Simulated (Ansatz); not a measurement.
# Decaying states in the gap of Tl2GeCl6, part 2 of 3

A new crystal, Tl2GeCl6: structure, gap and complex bands. It is built by putting Cl for F, Ge for Sn in the Tl2SnF6 structure of space group P-3m1, with the volume rescaled by atomic radii. The parent structure comes from the Materials Project.

Ansatz 0.2.0; r2SCAN DFT, plane waves, PAW files (the session's first sound run).

So far, gap on path (eV): step 3 (the bulk crystal and its band edges) 2.37.

The structure was built from a prototype and need not be the compound's stable phase.

## Step 4: Decaying states in the gap, plane (001)

This step: r2SCAN DFT, plane waves, PAW files; complex bands by layer matching along the plane's normal (Ansatz 0.2.0).

The same crystal is laid in a cell whose first two vectors span the (001) plane (indices of the standard conventional cell, whose axes can be ordered otherwise than in the bulk input). At fixed energy and wavevector in the plane the solver finds all kz, real and complex. A few wavevectors are listed, (0, 0) and (0, -0.5) in units of the plane's reciprocal vectors; the slowest state needn't be among them.

File input.yaml:

```yaml
crystal:
  lattice:
    - [6.866555392, 0.0, 0.0]
    - [3.433277696, 5.946611406, 0.0]
    - [0.0, 0.0, 5.951759276]
  atoms:
    - { symbol: Tl, position: [0.3333333333, 0.3333333333, 0.2110569921] }
    - { symbol: Tl, position: [0.6666666667, 0.6666666667, 0.7889430079] }
    - { symbol: Ge, position: [0.0, 0.0, 0.0] }
    - { symbol: Cl, position: [0.6808791798, 0.1595604101, 0.7785132959] }
    - { symbol: Cl, position: [0.1595604101, 0.6808791798, 0.7785132959] }
    - { symbol: Cl, position: [0.1595604101, 0.1595604101, 0.7785132959] }
    - { symbol: Cl, position: [0.3191208202, 0.8404395899, 0.2214867041] }
    - { symbol: Cl, position: [0.8404395899, 0.3191208202, 0.2214867041] }
    - { symbol: Cl, position: [0.8404395899, 0.8404395899, 0.2214867041] }
kpoints:
  mp_grid: { grid: [4, 4, 4] }
scf:
  occupations: { method: fixed }
hamiltonian:
  xc: r2scan
output:
  eigenvalues: true
  transmission:
    leads: [[0, 0]]
    kpoints: [[0.0, 0.0], [0.0, -0.5]]
    e_range: [-1.0, 3.37]
    de: 0.09
```

On the command line:

```bash
ansatz run input.yaml --threads 2 --pin off --max-ram 4096MiB --backend cpu --events-out ev --progress --plain --runs-dir out
```

Numbers of over 12 decimals in the logs are rounded to 6 here.

The log of the run:

```text
[...]
Crystal: 9 atoms, lattice volume = 243.027 Å³
Basis set: ecut = 500 eV, 6177 PW (Γ), exchange–correlation on 216×216×180 points (64 copies of the dense FFT grid, shifted against one another)
Bands: 50, of which v1, the nominal top of the filled ones, is band 41 counted from 1 (40 counted from 0)
Symmetry: 12 space group operations
[...]
k-points: 13 of 64
[...]
SCF iter   1: F=—  HF=-33731.028751 eV  |F-HF|=—  |Δ(HF+E_count)|=         —  Δρ=6.47e-3  dr2=7.50e-2  dr2_τ=3.95e-2  ethr=1.77e-3  ⟨swp⟩=5.2  Hψ=2355  notcnv=0  defer=78
[...]
SCF iter   7: F=-33731.054705 eV  HF=-33731.054705 eV  |F-HF|=1.07e-8  |Δ(HF+E_count)|=   8.57e-8  Δρ=3.89e-6  dr2=4.50e-8  dr2_τ=1.20e-9  ethr=1.22e-10  ⟨swp⟩=10.8  Hψ=2572  notcnv=0
SCF 1 converged in 7 iterations: F = -33731.054705 eV  dr2 = 4.50e-8
[...]
transmission: 8 of 16 steps passed
transmission: 16 of 16 steps passed
SCF converged after 7 iterations
Free energy (F): -33731.054705 eV
[...]
Internal energy: -33731.054705 eV  (E = F + TS)
E sigma→0 (E₀):  -33731.054705 eV
Fermi energy:    2.650170 eV
[...]
--- Band table (eV; the first three rows and the last of 13) ---
  k-point 0: bands = [... 37 lower, 2.2272, 2.5032, 2.5032, 2.5748, 5.0207, 8.4471, 8.9785, 9.3914, ... 5 higher]
  k-point 1: bands = [... 37 lower, 2.2570, 2.5056, 2.5346, 2.5346, 5.1394, 8.1262, 8.7915, 9.2213, ... 5 higher]
  k-point 2: bands = [... 37 lower, 2.0026, 2.4236, 2.5274, 2.5274, 5.2971, 7.8224, 8.9578, 9.0218, ... 5 higher]
  k-point 12: bands = [... 37 lower, 2.1560, 2.3252, 2.3260, 2.4320, 5.8956, 8.1516, 8.1919, 8.6522, ... 5 higher]
--- Transmission ---
  basis      : 433 plane waves across, 8 finite elements along
  points     : 2, as listed
  energies   : 49 from -1.000000 to 3.320000 eV about the Fermi level, 0.090000 eV apart; the leads are filled to 1.185258 eV, and channels, transmission and decay are at 1.160000 eV
  crystal 0  : Cl6Tl2Ge1, at the sites [0, 0], period 5.9518 Å: whole cells are its period
    offset         : up to 0.0000 Å between an atom of the period and one for which it stands
    channels       : 0.000000e0 a spin
    conductance    : none, the energies end too early or step too widely for 300 K: set another output.transmission.e_range or a lower de, or, where they end at an eighth of basis.ecutwfc, a higher one
    slowest decay  : 0.3308 /Å at (0.0000, 0.0000)
```

Elapsed: 4.5 min, on 2 threads of Arm Neoverse N1, shared host; peak memory 2.3 GiB.

Numbers from this step:

| Quantity | Value |
| --- | --- |
| level to which the leads are filled | 1.185 eV from the Fermi level |
| decay constant at the filling level, zone centre | 0.3308 Å⁻¹ |
| decay constant at the filling level, slowest listed point | 0.3308 Å⁻¹ |

K parallel (0, 0); values up to 1.5 1/Å, a degenerate pair printed once or twice; energies at which all values exceed this have no row. Im kz of the slowest decaying states against energy, zero at the highest filled level on the SCF mesh:

| energy (eV) | decay 1 (Å⁻¹) | decay 2 (Å⁻¹) | decay 3 (Å⁻¹) | decay 4 (Å⁻¹) |
| --- | --- | --- | --- | --- |
| -1.00 | 0.0914 | 0.327 | 0.335 | 0.499 |
| -0.82 | 0.0851 | 0.186 | 0.328 | 0.425 |
| -0.55 | 0.179 | 0.209 | 0.271 | 0.377 |
| -0.37 | 0.0636 | 0.233 | 0.240 | 0.363 |
| -0.10 | 0.122 | 0.219 | 0.407 | 0.838 |
| -0.01 | 0.228 | 0.239 | 0.265 | 0.409 |
| 0.08 | 0.255 | 0.320 | 0.333 | 0.411 |
| 0.26 | 0.280 | 0.385 | 0.413 | 0.454 |
| 0.53 | 0.305 | 0.411 | 0.445 | 0.562 |
| 0.71 | 0.316 | 0.407 | 0.473 | 0.612 |
| 0.98 | 0.327 | 0.398 | 0.507 | 0.669 |
| 1.16 | 0.331 | 0.389 | 0.526 | 0.698 |
| 1.34 | 0.332 | 0.377 | 0.542 | 0.724 |
| 1.61 | 0.330 | 0.353 | 0.563 | 0.755 |
| 1.79 | 0.325 | 0.331 | 0.576 | 0.772 |
| 2.06 | 0.278 | 0.311 | 0.592 | 0.793 |
| 2.24 | 0.208 | 0.296 | 0.602 | 0.805 |
| 2.42 | 0.284 | 0.611 | 0.816 | 0.897 |
| 2.69 | 0.103 | 0.306 | 0.624 | 0.829 |
| 2.87 | 0.199 | 0.319 | 0.633 | 0.835 |
| 3.14 | 0.250 | 0.329 | 0.647 | 0.844 |
| 3.32 | 0.267 | 0.331 | 0.658 | 0.821 |

K parallel (0, -0.5); values up to 1.5 1/Å, a degenerate pair printed once or twice; energies at which all values exceed this have no row. Im kz of the slowest decaying states against energy, zero at the highest filled level on the SCF mesh:

| energy (eV) | decay 1 (Å⁻¹) | decay 2 (Å⁻¹) | decay 3 (Å⁻¹) | decay 4 (Å⁻¹) |
| --- | --- | --- | --- | --- |
| -1.0000 | 0.263 | 0.265 | 0.310 | 0.544 |
| -0.7300 | 0.0610 | 0.134 | 0.160 | 0.214 |
| -0.4600 | 0.0447 | 0.0904 | 0.130 | 0.191 |
| -0.2800 | 0.137 | 0.171 | 0.216 | 0.236 |
| -0.0100 | 0.257 | 0.287 | 0.329 | 0.413 |
| 0.2600 | 0.330 | 0.352 | 0.374 | 0.398 |
| 0.5300 | 0.361 | 0.394 | 0.436 | 0.476 |
| 0.7100 | 0.378 | 0.412 | 0.466 | 0.514 |
| 0.9800 | 0.398 | 0.432 | 0.502 | 0.556 |
| 1.2500 | 0.414 | 0.445 | 0.531 | 0.587 |
| 1.5200 | 0.426 | 0.453 | 0.554 | 0.610 |
| 1.7900 | 0.435 | 0.457 | 0.572 | 0.621 |
| 1.9700 | 0.441 | 0.458 | 0.583 | 0.603 |
| 2.2400 | 0.450 | 0.455 | 0.569 | 0.596 |
| 2.5100 | 0.448 | 0.453 | 0.531 | 0.605 |
| 2.7800 | 0.434 | 0.436 | 0.501 | 0.613 |
| 2.9600 | 0.406 | 0.421 | 0.480 | 0.616 |
| 3.2300 | 0.0983 | 0.255 | 0.318 | 0.399 |

At the listed wavevectors the last open channel is at -0.01 eV and the next at +2.42 eV on the grid. At +1.16 eV, the grid energy nearest the filling level (the middle of the gap on the SCF mesh), the slowest state at the listed wavevectors decays with κ = 0.331 Å⁻¹, its amplitude falling by e over 3.0 Å. Through 1 nm of this crystal that state's transmission falls by exp(−2 × 0.331 Å⁻¹ × 10 Å) = 0.0013.

## Step 5: Decay over the two-dimensional zone

The listed points could miss the slowest state, so one energy near mid-gap is solved on a mesh of 6×6.

input.yaml: that of step 4 with these lines changed.

```diff
@@ -23,6 +23,2 @@
   eigenvalues: true
-  transmission:
-    leads: [[0, 0]]
-    kpoints: [[0.0, 0.0], [0.0, -0.5]]
-    e_range: [-1.0, 3.37]
-    de: 0.09
+  transmission: { leads: [[0, 0]], kmesh: [6, 6], e_range: [1.19, 1.2], de: 0.05 }
```

The log of the run:

```text
[...]
Crystal: 9 atoms, lattice volume = 243.027 Å³
Basis set: ecut = 500 eV, 6177 PW (Γ), exchange–correlation on 216×216×180 points (64 copies of the dense FFT grid, shifted against one another)
Bands: 50, of which v1, the nominal top of the filled ones, is band 41 counted from 1 (40 counted from 0)
Symmetry: 12 space group operations
[...]
k-points: 13 of 64
[...]
SCF iter   1: F=—  HF=-33731.028751 eV  |F-HF|=—  |Δ(HF+E_count)|=         —  Δρ=6.47e-3  dr2=7.50e-2  dr2_τ=3.95e-2  ethr=1.77e-3  ⟨swp⟩=5.2  Hψ=2355  notcnv=0  defer=78
[...]
SCF iter   7: F=-33731.054705 eV  HF=-33731.054705 eV  |F-HF|=1.07e-8  |Δ(HF+E_count)|=   8.57e-8  Δρ=3.89e-6  dr2=4.50e-8  dr2_τ=1.20e-9  ethr=1.22e-10  ⟨swp⟩=10.8  Hψ=2572  notcnv=0
SCF 1 converged in 7 iterations: F = -33731.054705 eV  dr2 = 4.50e-8
[...]
transmission: 32 of 56 steps passed
transmission: 56 of 56 steps passed
SCF converged after 7 iterations
Free energy (F): -33731.054705 eV
[...]
Internal energy: -33731.054705 eV  (E = F + TS)
E sigma→0 (E₀):  -33731.054705 eV
Fermi energy:    2.650170 eV
[...]
--- Band table (eV; the first three rows and the last of 13) ---
  k-point 0: bands = [... 37 lower, 2.2272, 2.5032, 2.5032, 2.5748, 5.0207, 8.4471, 8.9785, 9.3914, ... 5 higher]
  k-point 1: bands = [... 37 lower, 2.2570, 2.5056, 2.5346, 2.5346, 5.1394, 8.1262, 8.7915, 9.2213, ... 5 higher]
  k-point 2: bands = [... 37 lower, 2.0026, 2.4236, 2.5274, 2.5274, 5.2971, 7.8224, 8.9578, 9.0218, ... 5 higher]
  k-point 12: bands = [... 37 lower, 2.1560, 2.3252, 2.3260, 2.4320, 5.8956, 8.1516, 8.1919, 8.6522, ... 5 higher]
--- Transmission ---
  basis      : 433 plane waves across, 8 finite elements along
  points     : 7, standing for a mesh of 6 x 6
  energies   : 1 from 1.190000 to 1.190000 eV about the Fermi level; the leads are filled to 1.185258 eV, and channels, transmission and decay are at 1.190000 eV
  crystal 0  : Cl6Tl2Ge1, at the sites [0, 0], period 5.9518 Å: whole cells are its period
[...]
channels       : 0.000000e0 a spin
    conductance    : none, crystal 0 has no channel at the energies, or these end too early or step too widely for 300 K: set another output.transmission.e_range or a lower de, or, where they end at an eighth of basis.ecutwfc, a higher one
    slowest decay  : 0.3312 /Å at (0.0000, 0.0000)
```

Elapsed: 2.4 min, on 2 threads; peak memory 2.3 GiB.

This step gave:

| Quantity | Value |
| --- | --- |
| least decay constant on the mesh | 0.3312 Å⁻¹ |

Slowest decay constant (1/Å; 0 where a channel is open) over k1 and k2. At 1.1900 eV from the Fermi level.

Ten even steps from '0' (0.331) to '9' (0.422):
```
979787
998338
873037
983389
978797
899899
```
Columns: k1 (b1) from -0.5 to 0.333; rows upwards: k2 (b2) from -0.5 to 0.333.

The least value on the mesh is 0.331 Å⁻¹ at +1.19 eV. At that energy the listed points give about 0.331 Å⁻¹ by interpolation, so the mesh holds no clearly slower state.

## Step 6: Complex bands, plane (100)

The same for the (100) plane, at (0, 0) and (-0.5, 0), to see how the decay depends on direction.

File input.yaml:

```yaml
crystal:
  lattice:
    - [6.866555392, 0.0, 0.0]
    - [0.0, 5.951759276, 0.0]
    - [3.433277696, 0.0, 5.946611406]
  atoms:
    - { symbol: Tl, position: [0.6666666667, 0.2110569921, 0.6666666667] }
    - { symbol: Tl, position: [0.3333333333, 0.7889430079, 0.3333333333] }
    - { symbol: Ge, position: [0.0, 0.0, 0.0] }
    - { symbol: Cl, position: [0.3191208202, 0.7785132959, 0.8404395899] }
    - { symbol: Cl, position: [0.8404395899, 0.7785132959, 0.8404395899] }
    - { symbol: Cl, position: [0.8404395899, 0.7785132959, 0.3191208202] }
    - { symbol: Cl, position: [0.6808791798, 0.2214867041, 0.1595604101] }
    - { symbol: Cl, position: [0.1595604101, 0.2214867041, 0.1595604101] }
    - { symbol: Cl, position: [0.1595604101, 0.2214867041, 0.6808791798] }
kpoints:
  mp_grid: { grid: [4, 4, 4] }
scf:
  occupations: { method: fixed }
hamiltonian:
  xc: r2scan
output:
  eigenvalues: true
  transmission:
    leads: [[0, 0]]
    kpoints: [[0.0, 0.0], [-0.5, 0.0]]
    e_range: [-1.0, 3.37]
    de: 0.09
```

The log of the run:

```text
[...]
Crystal: 9 atoms, lattice volume = 243.027 Å³
Basis set: ecut = 500 eV, 6177 PW (Γ), exchange–correlation on 216×180×216 points (64 copies of the dense FFT grid, shifted against one another)
Bands: 50, of which v1, the nominal top of the filled ones, is band 41 counted from 1 (40 counted from 0)
Symmetry: 12 space group operations
[...]
k-points: 13 of 64
[...]
SCF iter   1: F=—  HF=-33731.028730 eV  |F-HF|=—  |Δ(HF+E_count)|=         —  Δρ=6.47e-3  dr2=7.51e-2  dr2_τ=3.95e-2  ethr=1.77e-3  ⟨swp⟩=5.2  Hψ=2354  notcnv=0  defer=79
[...]
SCF iter   7: F=-33731.054705 eV  HF=-33731.054705 eV  |F-HF|=1.07e-8  |Δ(HF+E_count)|=   8.73e-8  Δρ=3.88e-6  dr2=4.49e-8  dr2_τ=1.20e-9  ethr=1.22e-10  ⟨swp⟩=10.8  Hψ=2587  notcnv=0
SCF 1 converged in 7 iterations: F = -33731.054705 eV  dr2 = 4.49e-8
[...]
transmission: 8 of 16 steps passed
transmission: 16 of 16 steps passed
SCF converged after 7 iterations
Free energy (F): -33731.054705 eV
[...]
Internal energy: -33731.054705 eV  (E = F + TS)
E sigma→0 (E₀):  -33731.054705 eV
Fermi energy:    2.650170 eV
[...]
--- Band table (eV; the first three rows and the last of 13) ---
  k-point 0: bands = [... 37 lower, 2.2272, 2.5032, 2.5032, 2.5748, 5.0207, 8.4471, 8.9785, 9.3914, ... 5 higher]
  k-point 1: bands = [... 37 lower, 2.2234, 2.3601, 2.3823, 2.5302, 5.4120, 8.4283, 8.5760, 8.8844, ... 5 higher]
  k-point 2: bands = [... 37 lower, 2.1416, 2.1834, 2.5286, 2.6502, 5.8669, 7.7727, 8.1673, 8.3012, ... 5 higher]
  k-point 12: bands = [... 37 lower, 2.1560, 2.3252, 2.3260, 2.4320, 5.8956, 8.1516, 8.1919, 8.6522, ... 5 higher]
--- Transmission ---
  basis      : 425 plane waves across, 8 finite elements along
  points     : 2, as listed
[...]
crystal 0  : Tl2Cl6Ge1, at the sites [0, 0], period 5.9466 Å: whole cells are its period
[...]
channels       : 0.000000e0 a spin
[...]
slowest decay  : 0.3016 /Å at (0.0000, 0.0000)
```

Run time: 4.9 min. Hardware: 2 threads; peak memory 2.3 GiB; 9.7 min of CPU time.

Numbers from this step:

| Item | Value |
| --- | --- |
| decay constant at the filling level, zone centre | 0.3016 Å⁻¹ |
| decay constant at the filling level, slowest listed point | 0.3016 Å⁻¹ |

K parallel (0, 0); values up to 1.5 1/Å, a degenerate pair printed once or twice; energies at which all values exceed this have no row. Table of Im kz of the slowest decaying states by energy, zero at the highest filled level on the SCF mesh:

| energy (eV) | decay 1 (Å⁻¹) | decay 2 (Å⁻¹) | decay 3 (Å⁻¹) | decay 4 (Å⁻¹) |
| --- | --- | --- | --- | --- |
| -1.0000 | 0.164 | 0.196 | 0.233 | 0.400 |
| -0.7300 | 0.0243 | 0.0345 | 0.0822 | 0.146 |
| -0.4600 | 0.218 | 0.269 | 0.290 | 0.435 |
| -0.2800 | 0.0398 | 0.196 | 0.322 | 0.327 |
| -0.0100 | 0.149 | 0.166 | 0.357 | 0.380 |
| 0.2600 | 0.176 | 0.254 | 0.300 | 0.345 |
| 0.5300 | 0.235 | 0.303 | 0.338 | 0.374 |
| 0.7100 | 0.261 | 0.327 | 0.341 | 0.370 |
| 0.9800 | 0.289 | 0.348 | 0.356 | 0.479 |
| 1.2500 | 0.307 | 0.341 | 0.355 | 0.371 |
| 1.5200 | 0.310 | 0.318 | 0.361 | 0.388 |
| 1.7900 | 0.267 | 0.323 | 0.365 | 0.400 |
| 1.9700 | 0.229 | 0.325 | 0.367 | 0.407 |
| 2.2400 | 0.137 | 0.324 | 0.368 | 0.414 |
| 2.5100 | 0.321 | 0.367 | 0.418 | 0.542 |
| 2.7800 | 0.315 | 0.363 | 0.420 | 0.534 |
| 2.9600 | 0.309 | 0.359 | 0.420 | 0.528 |
| 3.2300 | 0.0383 | 0.298 | 0.352 | 0.419 |

K parallel (-0.5, 0); values up to 1.5 1/Å, a degenerate pair printed once or twice; energies at which all values exceed this have no row. The Im kz of the slowest decaying states by energy, zero at the highest filled level on the SCF mesh:

| energy (eV) | decay 1 (Å⁻¹) | decay 2 (Å⁻¹) | decay 3 (Å⁻¹) | decay 4 (Å⁻¹) |
| --- | --- | --- | --- | --- |
| -1.00 | 0.108 | 0.249 | 0.367 | 1.48 |
| -0.82 | 0.120 | 0.193 | 0.385 | 1.44 |
| -0.64 | 0.0951 | 0.374 | 1.41 | - |
| -0.46 | 0.240 | 0.46 | 1.38 | - |
| -0.28 | 0.0481 | 0.298 | 0.405 | 0.499 |
| -0.10 | 0.0688 | 0.364 | 0.473 | 0.555 |
| -0.01 | 0.144 | 0.395 | 0.497 | 0.597 |
| 0.08 | 0.176 | 0.425 | 0.513 | 0.656 |
| 0.17 | 0.222 | 0.456 | 0.518 | 0.759 |
| 0.35 | 0.278 | 0.508 | 0.793 | 1.14 |
| 0.53 | 0.315 | 0.519 | 0.841 | 1.06 |
| 0.71 | 0.341 | 0.527 | 0.873 | 1.02 |
| 0.89 | 0.350 | 0.372 | 0.534 | 0.790 |
| 1.07 | 0.358 | 0.396 | 0.539 | 0.755 |
| 1.25 | 0.365 | 0.413 | 0.543 | 0.735 |
| 1.43 | 0.371 | 0.428 | 0.545 | 0.720 |
| 1.61 | 0.375 | 0.439 | 0.547 | 0.707 |
| 1.79 | 0.378 | 0.448 | 0.547 | 0.695 |
| 1.97 | 0.379 | 0.455 | 0.547 | 0.682 |
| 2.15 | 0.379 | 0.460 | 0.545 | 0.667 |
| 2.24 | 0.379 | 0.462 | 0.545 | 0.658 |
| 2.42 | 0.377 | 0.464 | 0.543 | 0.637 |
| 2.60 | 0.373 | 0.464 | 0.543 | 0.608 |
| 2.78 | 0.368 | 0.462 | 0.546 | 0.563 |
| 2.96 | 0.361 | 0.459 | 0.480 | 0.560 |
| 3.14 | 0.330 | 0.349 | 0.453 | 0.578 |
| 3.32 | 0.333 | 0.446 | 0.588 | 1.13 |

At the listed wavevectors the last open channel is at -0.01 eV and the next at +2.42 eV on the grid. At +1.16 eV, the grid energy nearest the filling level (the middle of the gap on the SCF mesh), the slowest state at the listed wavevectors decays with κ = 0.302 Å⁻¹, its amplitude falling by e over 3.3 Å; the first such run, plane (001), gave 0.331 Å⁻¹.

[end of part 2 of 3]

[Logs are printed without paths, hosts, clocks, repeated set-up lines and the standing remarks that a program may print on its own settings, such as how far it seeks lower states.]

[Hosts, paths, dates, database ids (printed as entryN), source tags and the programs' standing remarks are cut or masked in the printed files.]
